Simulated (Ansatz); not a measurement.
# How Sr(111) screens a field, part 2 of 2

Wanted: the response of a Sr(111) slab to a perpendicular field.

Ansatz 0.2.0; plane-wave DFT, LDA, Ansatz PAW.

So far. Step 6 (Atoms held, field -0.1 V/Å): The dipole is -0.296 e·Å. Step 7 (Single point, field 0.15 V/Å): The dipole is 0.445 e·Å.

**8. The response**

This step: plane-wave DFT, LDA, Ansatz PAW; screening of a field by a metal slab (Ansatz 0.2.0).

The dipoles give the slope, and the difference of two potentials shows where the field is screened.

This step gave:

```yaml
equivalent_conductor_thickness_p_eps_0ae: 33.52 Å
distance_between_the_outer_atoms: 28.08 Å
inner_field_over_outer_field: -3.30e-4
image_plane_upper_face: 2.723 Å
induced_electrons_on_the_upper_face_over_eps_0e: -0.9958
image_plane_lower_face: 2.721 Å
induced_electrons_on_the_lower_face_over_eps_0e: 0.9959
```

Dipole of the cell against applied field:

```csv
applied field (V/Å),dipole of the cell (e·Å)
-0.100,-0.296
-0.030,-0.0889
0.000,7.0e-7
0.030,0.0889
0.100,0.296
0.150,0.445
```

Local field over the applied field, running mean. From the potentials at -0.03 and 0.03 V/Å; running mean over 3.51 Å. Local field over applied field against z:

```csv
z (Å),local field over applied field
5,0.859
6,0.629
7,0.318
8,0.0838
9,-0.0289
10,-0.0222
11,0.00561
12,4.3e-4
13,-0.00348
14,0.00147
15,0.00111
16,-0.00194
17,-9.5e-4
18,3.0e-4
19,-6.1e-4
20,-8.1e-4
21,-5.1e-5
22,-2.4e-4
23,-7.1e-4
24,-2.9e-4
25,-3.0e-5
26,-7.5e-4
27,-6.8e-4
28,2.6e-4
29,-7.8e-4
30,-0.00203
31,8.1e-4
32,0.00179
33,-0.00321
34,-3.0e-4
35,0.00608
36,-0.0189
37,-0.0325
38,0.0690
39,0.294
40,0.604
41,0.846
```

Electrons, planar mean, per unit field. Induced electron density against z:

z (Å), induced electron density (e/Å³ per V/Å) and a bar from the least value:
```
        5    0.00055 ##################
        6    0.00166 #######################
        7    0.00296 ##############################
        8    0.00120 #####################
        9   -0.00134 ########
       10   -0.00004 ###############
       11    0.00042 #################
       12   -0.00014 ##############
       13   -0.00012 ###############
       14    0.00014 ################
       15    0.00003 ###############
       16   -0.00010 ###############
       17    0.00002 ###############
       18    0.00004 ###############
       19   -0.00004 ###############
       20    0.00001 ###############
       21    0.00002 ###############
       22   -0.00001 ###############
       23    0.00000 ###############
       24    0.00002 ###############
       25   -0.00002 ###############
       26   -0.00001 ###############
       27    0.00004 ###############
       28   -0.00003 ###############
       29   -0.00003 ###############
       30    0.00010 ################
       31   -0.00001 ###############
       32   -0.00015 ##############
       33    0.00008 ################
       34    0.00016 ################
       35   -0.00040 #############
       36   -0.00004 ###############
       37    0.00134 ######################
       38   -0.00087 ###########
       39   -0.00299 
       40   -0.00178 ######
       41   -0.00061 ############
```

By hand: between -0.03 and 0.03 V/Å the dipole changes by 0.1779 e·Å, a slope of 2.964 e·Å²/V. A perfect conductor of thickness t has p = ε₀AEt, so t = 180.95 × 2.964 / 16.007 = 33.51 Å (e/ε₀ = 180.95 V·Å, A in Å²). Less the 28.08 Å between the outer atoms, and halved, that puts each image plane 2.71 Å out.

The induced dipole is that of a conductor 33.52 Å thick.

**9. The same run with other settings**

This step: plane-wave DFT, LDA, Ansatz PAW, but for the change named below (Ansatz 0.2.0).

A run with a changed input: it repeats the earlier run at 0.03 V/Å with total_charge to -1, scf.eigensolver.kind to davidson, basis.precision to f64 and hamiltonian.pseudopotentials to kind: nc; its output block differs too.

input.yaml reads:

```yaml
crystal:
  lattice:
    - [4.2992092296, 0.0, 0.0]
    - [2.1496046148, 3.723224409, 0.0]
    - [0.0, 0.0, 46.0823170934]
  atoms:
    - { symbol: Sr, position: [0.3333333333, 0.3333333333, 0.1953026794] }
    - { symbol: Sr, position: [0.6666666667, 0.6666666667, 0.2714770095] }
    - { symbol: Sr, position: [0.0, 0.0, 0.3476513397] }
    - { symbol: Sr, position: [0.3333333333, 0.3333333333, 0.4238256698] }
    - { symbol: Sr, position: [0.6666666667, 0.6666666667, 0.5] }
    - { symbol: Sr, position: [0.0, 0.0, 0.5761743302] }
    - { symbol: Sr, position: [0.3333333333, 0.3333333333, 0.6523486603] }
    - { symbol: Sr, position: [0.6666666667, 0.6666666667, 0.7285229905] }
    - { symbol: Sr, position: [0.0, 0.0, 0.8046973206] }
kpoints:
  mp_grid: { grid: [12, 12, 1] }
hamiltonian:
  xc: lda
  pseudopotentials: { kind: nc }
scf:
  occupations: { method: fermi_dirac, width: 0.1 }
  convergence: { dr2_threshold: 1.0e-10 }
  eigensolver: { kind: davidson }
efield:
  axis: 3
  dipole_correction: true
  ramp_position: 0.97
  ramp_width: 0.06
  amplitude: 0.03
output:
  forces: true
  write_potential: true
  write_density: true
  volumetric_format: npy
total_charge: -1
basis:
  precision: f64
```

Started as:

```console
ansatz run input.yaml --threads 2 --pin off --max-ram 3072MiB --backend cpu --events-out ev --progress --plain --runs-dir out
```

What it wrote:

```text
Error: efield: with total_charge ≠ 0 without external_charges — the saw-weighted dipole of a charged cell depends on the ramp position (the isolated-slab reference a dipole correction restores does not exist for a charged slab), so the field energy is ill-defined under the jellium convention; neutralise the cell or drop the efield: block, which crystal.periodic lets a charged slab do
```

Wall time 0.03 s (2 threads of Arm Neoverse V1, shared host); peak memory 0.033 GiB; 0.03 s of CPU time.

The program refused the input before any cycle.

The program's message: “Error: efield: with total_charge ≠ 0 without external_charges — the saw-weighted dipole of a charged cell depends on the ramp position (the isolated-slab reference a dipole correction restores does no …”

**10. Varying the input**

Another changed input: it repeats the earlier run at 0.03 V/Å with hamiltonian.pseudopotentials to kind: paw, source: ansatz, total_charge to -1 and scf.algorithm to direct_min; its output block differs too.

input.yaml, as its differences from that of step 9:

```diff
@@ -19,3 +19,3 @@
   xc: lda
-  pseudopotentials: { kind: nc }
+  pseudopotentials: { kind: paw, source: ansatz }
 scf:
@@ -23,3 +23,3 @@
   convergence: { dr2_threshold: 1.0e-10 }
-  eigensolver: { kind: davidson }
+  algorithm: direct_min
 efield:
@@ -36,3 +36 @@
 total_charge: -1
-basis:
-  precision: f64
```

What it wrote:

```text
Error: efield: with total_charge ≠ 0 without external_charges — the saw-weighted dipole of a charged cell depends on the ramp position (the isolated-slab reference a dipole correction restores does not exist for a charged slab), so the field energy is ill-defined under the jellium convention; neutralise the cell or drop the efield: block, which crystal.periodic lets a charged slab do
```

Elapsed: 0.03 s, on 2 threads; peak memory 0.032 GiB; 0.02 s of CPU time.

The input was rejected at the start.

The program's message: “Error: efield: with total_charge ≠ 0 without external_charges — the saw-weighted dipole of a charged cell depends on the ramp position (the isolated-slab reference a dipole correction restores does no …”

**11. Results**

| Quantity | Value |
| --- | --- |
| work function | 2.81 eV |
| image plane, upper face | 2.72 Å |
| induced electrons on the upper face over ε₀E | -0.996 |
| equivalent conductor thickness p/(ε₀AE) | 33.5 Å |
| inner field over outer field | -3.3e-4 |

What this shows: The induced charge has its centre 2.72 Å outside the outermost atoms; this is the plane from which a capacitor's gap or an image potential counts. The equivalent conductor thickness exceeds the distance between the outer atoms by 5.43 Å, about the sum of the two image-plane distances. In the middle of the slab the field is screened to under 0.5 % of its outer value. The atoms are held at bulk positions with the tabulated experimental lattice constant.

[Long decimals in the printed logs are rounded to 6 places.]

[Logs are printed without paths, hosts, clocks, repeated set-up lines and the standing remarks that a program may print on its own settings, such as how far it seeks lower states.]

[Hosts, paths, dates, database ids (printed as entryN), source tags and the programs' standing remarks are cut or masked in the printed files.]

[Maps of the electrostatic potential energy from Ansatz leave out the sawtooth potential of an applied field or a dipole correction, so their vacuum need not be flat; planar profiles and work functions include it.]
